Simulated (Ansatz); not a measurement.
**Se on Ta(110): change of the work function**

Wanted: Δφ(θ) for Se/Ta(110), starting from the hollow site.

Calculated with Ansatz 0.2.0; plane-wave DFT, PBE, Ansatz PAW.

## (1) The starting structure

The cell holds 4 atoms: 4 Ta. Cell: a = 2.867 Å, b = 2.867 Å, c = 25.022 Å, α = 90.0°, β = 90.0°, γ = 70.5°. Vacuum lies along c.

Structure file:

```cif
data_structure
_symmetry_space_group_name_H-M 'P 1'
_symmetry_Int_Tables_number 1
_cell_length_a 2.8665
_cell_length_b 2.8665
_cell_length_c 25.0216
_cell_angle_alpha 90.000
_cell_angle_beta 90.000
_cell_angle_gamma 70.529
_cell_volume 193.85
loop_
_atom_site_label
_atom_site_type_symbol
_atom_site_fract_x
_atom_site_fract_y
_atom_site_fract_z
_atom_site_occupancy
Ta1 Ta 0.00000 0.00000 0.35969 1
Ta2 Ta 0.50000 0.50000 0.45323 1
Ta3 Ta 0.00000 0.00000 0.54677 1
Ta4 Ta 0.50000 0.50000 0.64031 1
```

## (2) The clean slab

The bare slab comes first, as the zero from which every change is counted. The two lowest layers are held at bulk places and the upper ones relax. The dipole correction removes the false field that a one-sided slab makes across the periodic vacuum, so each face gets a flat vacuum level of its own.

File input.yaml:

```yaml
crystal:
  lattice:
    - [2.3405234457, -1.655, 0.0]
    - [2.3405234457, 1.655, 0.0]
    - [0.0, 0.0, 25.0215703372]
  atoms:
    - { symbol: Ta, position: [0.0, 0.0, 0.3596896549] }
    - { symbol: Ta, position: [0.5, 0.5, 0.453229885] }
    - { symbol: Ta, position: [0.0, 0.0, 0.546770115] }
    - { symbol: Ta, position: [0.5, 0.5, 0.6403103451] }
kpoints:
  mp_grid: { grid: [12, 12, 1] }
hamiltonian:
  xc: pbe
scf:
  occupations: { method: fermi_dirac, width: 0.1 }
  convergence: { dr2_threshold: 1.0e-08 }
efield:
  axis: 3
  dipole_correction: true
  ramp_position: 0.97
  ramp_width: 0.06
relax:
  f_tol: 0.02
  max_steps: 60
  constraints: [{ sites: [0, 1] }]
output:
  write_potential: true
  write_density: true
  volumetric_format: npy
```

Launch:

```sh
$ ansatz run input.yaml --threads 4 --pin off --max-ram 16384MiB --backend cpu --events-out ev --progress --plain --runs-dir out
```

Output:

```text
Engine: ansatz 0.2.0, aarch64-unknown-linux-gnu
Pseudopotentials: kind: paw
Pseudopotential: Ta, paw, valence charge 13, recommended cutoff 420 eV (normal), Ta.paw.azcp
Functional definition: PBE
  parameter kappa = 0.804
  parameter beta = 0.066725
  exchange = pbe_x(kappa = kappa, mu = beta*pi^2/3)
  correlation = pbe_c(beta = beta)
Crystal: 4 atoms, lattice volume = 193.845 Å³
Basis set: ecut = 420 eV, 3793 PW (Γ), exchange–correlation on 40×40×360 points (8 copies of the dense FFT grid, shifted against one another)
Bands: 32, of which v1, the nominal top of the filled ones, is band 26 counted from 1 (25 counted from 0)
Symmetry: 4 space group operations
k-points: 43 of 144
Non-local potential: Ta, projectors of the file, l = 0: 3, l = 1: 2, l = 2: 2, l = 3: 1
PAW form: soft (Blöchl's): semilocal exchange-correlation on the pseudo side does not see the compensation charge
PAW one-centre angular grid: Ta, 590 points (default); XC on 64 Gauss nodes
Initial density: superposition of atomic densities (neutral atoms: chi_scale 0, normalization atom), corrected by the library's trained network
Initial wavefunctions: pseudopotential atomic-orbital guess
Functional: x = pbe(κ = 0.804, μ = 0.219515), c = pbe(β = 0.066725)
SCF iter   1: F=—  HF=-39726.805781 eV  |F-HF|=—  |Δ(HF+E_count)|=         —  Δρ=5.76e-3  dr2=1.31e0  ethr=1.77e-3  p=0.000 e·Å  D=2.87e-15 V/Å  ΔV_dip=-0.00 eV  dr2_dipole=3.97e-7  V_vac-E_F(+/−)=4.99/4.99 eV  ⟨swp⟩=7.2  Hψ=6700  notcnv=0
efield: sawtooth ramp at fractional position 0.9700 (set: `efield.ramp_position`, or a place that a band, a saddle search or an elastic batch's reference lends), width 0.0600; the density the first Hamiltonian is built on has a dipole p = 0.000 e·Å; the dipole correction subtracts the counter field D = 2.87e-15 V/Å, which shifts the + side's vacuum level by -0.00 eV against the − side's; the planar-averaged density in the ramp window peaks in size at 1.7e-5 e/Å³
preconditioner: auto → LDOS  [metal: Δε(μ)=0.027 eV  Ē_g=3.845 eV  σ=0.100 eV  W_gap=0.07  n_scr=16 (ndim 8)  ℏωp=11.9 eV  f_vac=0.544  D(μ)=5.69/eV (n_scr^D=18)  β→1.0]
SCF iter   2: F=—  HF=-39726.762829 eV  |F-HF|=—  |Δ(HF+E_count)|=   4.30e-2  Δρ=1.63e-3  dr2=8.36e-3  ethr=1.77e-3  p=0.000 e·Å  D=1.67e-5 V/Å  ΔV_dip=-0.00 eV  dr2_dipole=3.15e-7  V_vac-E_F(+/−)=4.81/4.81 eV  ⟨swp⟩=1.4  Hψ=1741  notcnv=0
SCF iter   3: F=—  HF=-39726.763830 eV  |F-HF|=—  |Δ(HF+E_count)|=   1.00e-3  Δρ=5.10e-4  dr2=2.77e-3  ethr=1.61e-5  p=0.000 e·Å  D=3.06e-6 V/Å  ΔV_dip=-0.00 eV  dr2_dipole=3.35e-9  V_vac-E_F(+/−)=4.83/4.83 eV  ⟨swp⟩=2.9  Hψ=2823  notcnv=0
SCF iter   4: F=—  HF=-39726.763797 eV  |F-HF|=—  |Δ(HF+E_count)|=   3.32e-5  Δρ=1.73e-4  dr2=1.10e-4  ethr=5.34e-6  p=0.000 e·Å  D=2.16e-6 V/Å  ΔV_dip=-0.00 eV  dr2_dipole=4.75e-12  V_vac-E_F(+/−)=4.82/4.82 eV  ⟨swp⟩=2.3  Hψ=2226  notcnv=0
SCF iter   5: F=—  HF=-39726.763802 eV  |F-HF|=—  |Δ(HF+E_count)|=   5.00e-6  Δρ=5.33e-5  dr2=4.45e-6  ethr=2.12e-7  p=0.000 e·Å  D=1.34e-6 V/Å  ΔV_dip=-0.00 eV  dr2_dipole=4.23e-11  V_vac-E_F(+/−)=4.81/4.81 eV  ⟨swp⟩=2.5  Hψ=2216  notcnv=0
SCF iter   6: F=—  HF=-39726.763676 eV  |F-HF|=—  |Δ(HF+E_count)|=   1.25e-4  Δρ=2.05e-5  dr2=1.62e-6  ethr=8.57e-9  p=0.000 e·Å  D=6.97e-7 V/Å  ΔV_dip=-0.00 eV  dr2_dipole=2.92e-13  V_vac-E_F(+/−)=4.81/4.81 eV  ⟨swp⟩=2.7  Hψ=2519  notcnv=0
SCF iter   7: F=—  HF=-39726.763677 eV  |F-HF|=—  |Δ(HF+E_count)|=   4.16e-7  Δρ=5.04e-6  dr2=4.42e-8  ethr=3.12e-9  p=0.000 e·Å  D=3.02e-7 V/Å  ΔV_dip=-0.00 eV  dr2_dipole=1.73e-12  V_vac-E_F(+/−)=4.81/4.81 eV  ⟨swp⟩=2.7  Hψ=2586  notcnv=0
SCF iter   8: F=-39726.763677 eV  HF=-39726.763677 eV  |F-HF|=1.95e-8  |Δ(HF+E_count)|=   7.49e-8  Δρ=1.58e-6  dr2=3.85e-9  ethr=1.92e-11  p=0.000 e·Å  D=1.31e-7 V/Å  ΔV_dip=-0.00 eV  dr2_dipole=1.82e-13  V_vac-E_F(+/−)=4.81/4.81 eV  ⟨swp⟩=10.9  Hψ=10415  notcnv=0
SCF 1 converged in 8 iterations: F = -39726.763677 eV  dr2 = 3.85e-9
  greatest PAW one-centre occupation: 0.999 electrons in one spin orbital (limit 2), on the Ta atom at site 0 (counted from 0), in its partial waves of l = 0
relax step   1: F+E_penalty+E_count = -39726.76367691 eV  Δ(F+E_penalty+E_count) = +0.000e0 eV  max|allowed force component| = 4.148e-1 eV/Å  Δτ_max = 0.0000 Å  (8 SCF iters, accepted)
Initial density: handed on by an earlier stage of this run
Initial wavefunctions: those handed on with the density
iter 1 solved again at ethr=2.39e-3 eV; its pass at ethr=3.10e-3 eV (dr2=1.24e0 eV) is discarded
SCF iter   1: F=—  HF=-39726.839725 eV  |F-HF|=—  |Δ(HF+E_count)|=         —  Δρ=9.90e-3  dr2=1.15e0  ethr=2.39e-3  p=0.000 e·Å  D=1.07e-6 V/Å  ΔV_dip=-0.00 eV  dr2_dipole=5.18e-3  V_vac-E_F(+/−)=4.85/4.85 eV  ⟨swp⟩=1.1  Hψ=5524  notcnv=0
efield: sawtooth ramp at fractional position 0.9700 (set: `efield.ramp_position`, or a place that a band, a saddle search or an elastic batch's reference lends), width 0.0600; the density the first Hamiltonian is built on has a dipole p = 0.000 e·Å; the dipole correction subtracts the counter field D = 1.07e-6 V/Å, which shifts the + side's vacuum level by -0.00 eV against the − side's; the planar-averaged density in the ramp window peaks in size at 9.3e-6 e/Å³
preconditioner: auto → LDOS  [metal: Δε(μ)=0.002 eV  Ē_g=3.957 eV  σ=0.100 eV  W_gap=0.00  n_scr=16 (ndim 8)  ℏωp=11.9 eV  f_vac=0.555  D(μ)=5.52/eV (n_scr^D=18)  β→1.0]
SCF iter   2: F=—  HF=-39726.769057 eV  |F-HF|=—  |Δ(HF+E_count)|=   7.07e-2  Δρ=5.59e-3  dr2=2.66e-1  ethr=2.21e-3  p=0.012 e·Å  D=1.12e-2 V/Å  ΔV_dip=-0.28 eV  dr2_dipole=6.71e-3  V_vac-E_F(+/−)=4.53/4.81 eV  ⟨swp⟩=3.0  Hψ=2184  notcnv=0
SCF iter   3: F=—  HF=-39726.745759 eV  |F-HF|=—  |Δ(HF+E_count)|=   2.33e-2  Δρ=1.82e-3  dr2=2.99e-2  ethr=5.11e-4  p=0.006 e·Å  D=5.53e-3 V/Å  ΔV_dip=-0.14 eV  dr2_dipole=1.11e-3  V_vac-E_F(+/−)=4.69/4.83 eV  ⟨swp⟩=3.1  Hψ=2953  notcnv=0
SCF iter   4: F=—  HF=-39726.742032 eV  |F-HF|=—  |Δ(HF+E_count)|=   3.73e-3  Δρ=4.37e-4  dr2=8.85e-4  ethr=5.74e-5  p=0.006 e·Å  D=5.97e-3 V/Å  ΔV_dip=-0.15 eV  dr2_dipole=2.49e-5  V_vac-E_F(+/−)=4.67/4.82 eV  ⟨swp⟩=2.3  Hψ=2120  notcnv=0
SCF iter   5: F=—  HF=-39726.742227 eV  |F-HF|=—  |Δ(HF+E_count)|=   1.95e-4  Δρ=1.46e-4  dr2=1.02e-4  ethr=1.70e-6  p=0.006 e·Å  D=5.82e-3 V/Å  ΔV_dip=-0.15 eV  dr2_dipole=1.05e-5  V_vac-E_F(+/−)=4.68/4.82 eV  ⟨swp⟩=2.2  Hψ=2050  notcnv=0
SCF iter   6: F=—  HF=-39726.742256 eV  |F-HF|=—  |Δ(HF+E_count)|=   2.93e-5  Δρ=4.66e-5  dr2=2.46e-5  ethr=1.96e-7  p=0.006 e·Å  D=5.53e-3 V/Å  ΔV_dip=-0.14 eV  dr2_dipole=6.35e-6  V_vac-E_F(+/−)=4.68/4.82 eV  ⟨swp⟩=2.4  Hψ=2107  notcnv=0
SCF iter   7: F=—  HF=-39726.742246 eV  |F-HF|=—  |Δ(HF+E_count)|=   1.02e-5  Δρ=1.66e-5  dr2=2.34e-6  ethr=4.72e-8  p=0.006 e·Å  D=5.42e-3 V/Å  ΔV_dip=-0.14 eV  dr2_dipole=1.74e-8  V_vac-E_F(+/−)=4.69/4.82 eV  ⟨swp⟩=2.3  Hψ=1764  notcnv=0
SCF iter   8: F=—  HF=-39726.742124 eV  |F-HF|=—  |Δ(HF+E_count)|=   1.22e-4  Δρ=4.53e-6  dr2=6.34e-8  ethr=4.51e-9  p=0.006 e·Å  D=5.34e-3 V/Å  ΔV_dip=-0.13 eV  dr2_dipole=2.64e-9  V_vac-E_F(+/−)=4.69/4.82 eV  ⟨swp⟩=2.0  Hψ=1815  notcnv=0
SCF iter   9: F=—  HF=-39726.742124 eV  |F-HF|=—  |Δ(HF+E_count)|=   6.07e-8  Δρ=1.58e-6  dr2=1.93e-8  ethr=1.92e-11  p=0.006 e·Å  D=5.32e-3 V/Å  ΔV_dip=-0.13 eV  dr2_dipole=5.06e-9  V_vac-E_F(+/−)=4.69/4.82 eV  ⟨swp⟩=11.3  Hψ=10973  notcnv=0
SCF iter  10: F=-39726.742124 eV  HF=-39726.742124 eV  |F-HF|=1.79e-9  |Δ(HF+E_count)|=   1.34e-8  Δρ=5.81e-7  dr2=1.34e-9  ethr=1.92e-11  p=0.006 e·Å  D=5.31e-3 V/Å  ΔV_dip=-0.13 eV  dr2_dipole=4.40e-10  V_vac-E_F(+/−)=4.69/4.82 eV  ⟨swp⟩=10.0  Hψ=9405  notcnv=0
SCF 2 converged in 10 iterations: F = -39726.742124 eV  dr2 = 1.34e-9
  greatest PAW one-centre occupation: 1.000 electrons in one spin orbital (limit 2), on the Ta atom at site 3 (counted from 0), in its partial waves of l = 0
relax step   2: F+E_penalty+E_count = -39726.74212442 eV  Δ(F+E_penalty+E_count) = +2.155e-2 eV  max|allowed force component| = 7.793e-1 eV/Å  Δτ_max = 0.1926 Å  (10 SCF iters, rejected (line search))
iter 1 solved again at ethr=8.38e-4 eV; its pass at ethr=3.10e-3 eV (dr2=4.36e-1 eV) is discarded
SCF iter   1: F=—  HF=-39726.815846 eV  |F-HF|=—  |Δ(HF+E_count)|=         —  Δρ=5.63e-3  dr2=4.24e-1  ethr=8.38e-4  p=0.006 e·Å  D=5.31e-3 V/Å  ΔV_dip=-0.13 eV  dr2_dipole=4.73e-3  V_vac-E_F(+/−)=4.67/4.80 eV  ⟨swp⟩=1.2  Hψ=4821  notcnv=0
efield: sawtooth ramp at fractional position 0.9700 (set: `efield.ramp_position`, or a place that a band, a saddle search or an elastic batch's reference lends), width 0.0600; the density the first Hamiltonian is built on has a dipole p = 0.006 e·Å; the dipole correction subtracts the counter field D = 5.31e-3 V/Å, which shifts the + side's vacuum level by -0.13 eV against the − side's; the planar-averaged density in the ramp window peaks in size at 5.6e-6 e/Å³
preconditioner: auto → LDOS  [metal: Δε(μ)=0.011 eV  Ē_g=3.847 eV  σ=0.100 eV  W_gap=0.03  n_scr=16 (ndim 8)  ℏωp=11.9 eV  f_vac=0.548  D(μ)=5.97/eV (n_scr^D=30)  β→1.0]
SCF iter   2: F=—  HF=-39726.790129 eV  |F-HF|=—  |Δ(HF+E_count)|=   2.57e-2  Δρ=3.00e-3  dr2=5.27e-2  ethr=8.15e-4  p=-0.002 e·Å  D=-1.66e-3 V/Å  ΔV_dip=0.04 eV  dr2_dipole=2.68e-3  V_vac-E_F(+/−)=4.86/4.82 eV  ⟨swp⟩=2.7  Hψ=2118  notcnv=0
SCF iter   3: F=—  HF=-39726.784849 eV  |F-HF|=—  |Δ(HF+E_count)|=   5.28e-3  Δρ=1.14e-3  dr2=1.41e-2  ethr=1.01e-4  p=0.002 e·Å  D=2.13e-3 V/Å  ΔV_dip=-0.05 eV  dr2_dipole=1.26e-3  V_vac-E_F(+/−)=4.77/4.82 eV  ⟨swp⟩=2.8  Hψ=2591  notcnv=0
SCF iter   4: F=—  HF=-39726.783334 eV  |F-HF|=—  |Δ(HF+E_count)|=   1.52e-3  Δρ=3.41e-4  dr2=1.45e-3  ethr=2.72e-5  p=0.002 e·Å  D=1.77e-3 V/Å  ΔV_dip=-0.04 eV  dr2_dipole=2.49e-4  V_vac-E_F(+/−)=4.77/4.82 eV  ⟨swp⟩=2.0  Hψ=1772  notcnv=0
SCF iter   5: F=—  HF=-39726.783268 eV  |F-HF|=—  |Δ(HF+E_count)|=   6.56e-5  Δρ=1.01e-4  dr2=7.32e-5  ethr=2.78e-6  p=0.002 e·Å  D=1.73e-3 V/Å  ΔV_dip=-0.04 eV  dr2_dipole=4.36e-6  V_vac-E_F(+/−)=4.77/4.82 eV  ⟨swp⟩=2.1  Hψ=1774  notcnv=0
SCF iter   6: F=—  HF=-39726.783249 eV  |F-HF|=—  |Δ(HF+E_count)|=   1.90e-5  Δρ=2.91e-5  dr2=2.16e-6  ethr=1.41e-7  p=0.002 e·Å  D=1.85e-3 V/Å  ΔV_dip=-0.05 eV  dr2_dipole=9.87e-8  V_vac-E_F(+/−)=4.77/4.82 eV  ⟨swp⟩=2.8  Hψ=2503  notcnv=0
SCF iter   7: F=—  HF=-39726.783127 eV  |F-HF|=—  |Δ(HF+E_count)|=   1.22e-4  Δρ=1.01e-5  dr2=3.48e-7  ethr=4.15e-9  p=0.002 e·Å  D=1.92e-3 V/Å  ΔV_dip=-0.05 eV  dr2_dipole=1.11e-8  V_vac-E_F(+/−)=4.77/4.82 eV  ⟨swp⟩=2.3  Hψ=2301  notcnv=0
SCF iter   8: F=—  HF=-39726.783127 eV  |F-HF|=—  |Δ(HF+E_count)|=   2.34e-7  Δρ=2.98e-6  dr2=4.09e-8  ethr=6.70e-10  p=0.002 e·Å  D=1.98e-3 V/Å  ΔV_dip=-0.05 eV  dr2_dipole=1.09e-10  V_vac-E_F(+/−)=4.77/4.82 eV  ⟨swp⟩=2.3  Hψ=2073  notcnv=0
SCF iter   9: F=-39726.783127 eV  HF=-39726.783127 eV  |F-HF|=3.39e-9  |Δ(HF+E_count)|=   3.83e-8  Δρ=1.03e-6  dr2=5.51e-9  ethr=1.92e-11  p=0.002 e·Å  D=1.99e-3 V/Å  ΔV_dip=-0.05 eV  dr2_dipole=6.10e-10  V_vac-E_F(+/−)=4.77/4.82 eV  ⟨swp⟩=10.8  Hψ=10464  notcnv=0
SCF 3 converged in 9 iterations: F = -39726.783127 eV  dr2 = 5.51e-9
relax step   3: F+E_penalty+E_count = -39726.78312741 eV  Δ(F+E_penalty+E_count) = -1.945e-2 eV  max|allowed force component| = 1.779e-2 eV/Å  Δτ_max = 0.0888 Å  (9 SCF iters, accepted)
NSCF: frozen V_eff on 43 k-points
the band table was solved once a step of the walk had ended and its energy, with any forces and stress, was formed, with the checks that follow a solve (7258 applications of the Hamiltonian). They found nothing against the state; the energy, forces and stress were not computed again (output.eigenvalues in the input reference)
WARN: The output density's exchange-correlation potential varies sharply where the density is thin. Do not read a vacuum level from v_tot or v_xc, or from such a field of the output density. On a cell that repeats whose density bears no net charge and no dipole along the vacuum's axis use v_es (v_loc + v_h of the components); under efield.dipole_correction with no amplitude use v_es + v_field, which holds any externa [...]
SCF converged after 9 iterations
Free energy (F): -39726.783127 eV
Harris-Foulkes:  -39726.783127 eV  (|F-HF|=3.39e-9)
Internal energy: -39726.594280 eV  (E = F + TS)
E sigma→0 (E₀):  -39726.688704 eV
Entropy (-TS):   -0.188848 eV (-47.212 meV/atom)
Fermi energy:    4.106388 eV
Dipole field:    D = 0.002028 V/Å  (p = 0.002172 e·Å, saw-weighted, corrected)
Work function:   Φ+ = 4.7668 eV   Φ− = 4.8176 eV
Levels:          The Fermi level and band energies are counted from a zero that moves with the ramp; work functions are not
--- Per-component energies (eV) ---
  E_band       = -1175.816873
  E_kinetic    = 1457.922004
  E_local      = -55624.545187  (includes V_loc(G=0)·N_el)
  E_nonlocal   = 59.651063
  E_hartree    = 27096.646443
  E_xc         = -870.143284
  E_vxc        = -811.251716  (∫ρ·V_xc dr)
  E_paw        = -33585.914433  (= ΣΔE_a)
  E_vpaw       = -450.895849  (= ΣTr[D̂ρ^β])
  E_aug_tail   = 0.000571  (compensation charges beyond the density's cutoff)
  E_efield     = 0.000002  (sawtooth field / dipole correction)
  E_vefield    = 0.002282  (∫n·V_field dr)
  E_ewald      = 21739.788541
  E_smearing   = -0.188848  (= −TS)
  E_closure    = -0.000000  (closes the sum)
  Σ components = -39726.783127   (vs F -39726.783127, Δ=0.00e0)
--- Forces (eV/Å), atoms counted from 1 ---
  atom   1  Ta     0.00000000     0.00000000     0.43128867
  atom   2  Ta     0.00000000     0.00000000    -0.43322402
  atom   3  Ta     0.00000000     0.00000000    -0.01585177
  atom   4  Ta     0.00000000     0.00000000     0.01778526
  max |Σ_I F_I| component: 1.87e-6 eV/Å
--- Band table (eV; the first three rows and the last of 43) ---
  k-point 0: bands = [... 22 lower, 3.5859, 3.8018, 3.9092, 4.4738, 4.5203, 4.6621, 5.1191, 5.3470, ... 2 higher]
  k-point 1: bands = [... 22 lower, 3.5025, 3.7840, 3.9078, 4.2606, 4.4534, 4.7338, 5.0508, 5.2065, ... 2 higher]
  k-point 2: bands = [... 22 lower, 3.3305, 3.6231, 3.8165, 3.9022, 4.1304, 4.4107, 5.2264, 5.4658, ... 2 higher]
  k-point 42: bands = [... 22 lower, 2.9030, 3.3565, 4.2352, 5.6752, 5.9858, 6.4812, 6.5254, 6.5718, ... 2 higher]
--- Relaxed structure (3 steps of the walk, 2 accepted, 0 SCFs on fresh bases) ---
  F+E_penalty+E_count = -39726.78312741 eV   max|allowed force component| = 1.779e-2 eV/Å
  atoms:
    - { symbol: Ta, position: [0.0, 0.0, 0.3596896549] }
    - { symbol: Ta, position: [0.5, 0.5, 0.453230] }
    - { symbol: Ta, position: [0.0, 0.0, 0.546866] }
    - { symbol: Ta, position: [0.5, 0.5, 0.636762] }
```

Elapsed: 21 s, on 4 threads of Arm Neoverse V1, shared host; peak memory 0.57 GiB; 81 s of CPU time.

Step by step:

| step | energy less that of the first step (eV) | largest force component (eV/Å) |
| --- | --- | --- |
| 1 | 0.0000 | 0.4148 |
| 2 | 0.0216 | 0.7793 |
| 3 | -0.0194 | 0.0178 |

Relaxation step 2 was tried and not accepted.

Forces are held to the 4 operations that the program found; a distortion that breaks them can't arise in this run.

The atoms that moved most (Å):

| atom | dx | dy | dz | length |
| --- | --- | --- | --- | --- |
| Ta4 | 0.000 | 0.000 | -0.089 | 0.089 |

Final coordinates:

```cif
data_structure
_symmetry_space_group_name_H-M 'P 1'
_symmetry_Int_Tables_number 1
_cell_length_a 2.8665
_cell_length_b 2.8665
_cell_length_c 25.0216
_cell_angle_alpha 90.000
_cell_angle_beta 90.000
_cell_angle_gamma 70.529
_cell_volume 193.85
loop_
_atom_site_label
_atom_site_type_symbol
_atom_site_fract_x
_atom_site_fract_y
_atom_site_fract_z
_atom_site_occupancy
Ta1 Ta 0.00000 0.00000 0.35969 1
Ta2 Ta 0.50000 0.50000 0.45323 1
Ta3 Ta 0.00000 0.00000 0.54687 1
Ta4 Ta 0.50000 0.50000 0.63676 1
```

This step gave:

```yaml
energy_at_zero_smearing: -39726.6887 eV
work_function_upper_face: 4.767 eV
work_function_lower_face: 4.818 eV
dipole_along_the_normal: 0.002172 e·Å
step_between_the_vacuum_levels: -0.05074 eV
```

Running mean over 2.341 Å of the planar mean; the ramp of the sawtooth is left out. Electron's electrostatic potential energy less the Fermi level against z:

z (Å), electron's electrostatic potential energy less the Fermi level (eV) and a bar from the least value:
```
      3.5        4.8 ##############################
      4.0        4.8 ##############################
      4.5        4.8 ##############################
      5.0        4.8 ##############################
      5.5        4.8 ##############################
      6.0        4.6 ##############################
      6.5        4.2 #############################
      7.0        3.0 ##########################
      7.5       -0.2 ####################
      8.0       -5.2 ###########
      8.5       -8.9 ####
      9.0      -10.1 #
      9.5      -10.1 #
     10.0      -10.0 ##
     10.5      -10.0 ##
     11.0      -10.0 ##
     11.5      -10.0 ##
     12.0      -10.0 ##
     12.5      -10.0 ##
     13.0      -10.0 ##
     13.5      -10.0 ##
     14.0      -10.3 #
     14.5      -10.7 
     15.0      -10.9 
     15.5      -10.5 #
     16.0      -10.1 #
     16.5       -8.6 ####
     17.0       -4.5 ############
     17.5        0.3 #####################
     18.0        3.2 ###########################
     18.5        4.3 #############################
     19.0        4.6 ##############################
     19.5        4.7 ##############################
     20.0        4.8 ##############################
     20.5        4.8 ##############################
     21.0        4.8 ##############################
     21.5        4.8 ##############################
```

The relaxation took 3 steps and lowered the energy by 0.019 eV; the largest force on the free atoms ends at 0.018 eV/Å.

The work function of the upper face is 4.77 eV.

(Part 1 of 4 ends here.)

[Long decimals in the printed logs are rounded to 6 places.]

[Logs are printed without paths, hosts, clocks, repeated set-up lines and the standing remarks that a program may print on its own settings, such as how far it seeks lower states.]

[Hosts, paths, dates, database ids (printed as entryN), source tags and the programs' standing remarks are cut or masked in the printed files.]

[Maps of the electrostatic potential energy from Ansatz leave out the sawtooth potential of an applied field or a dipole correction, so their vacuum need not be flat; planar profiles and work functions include it.]
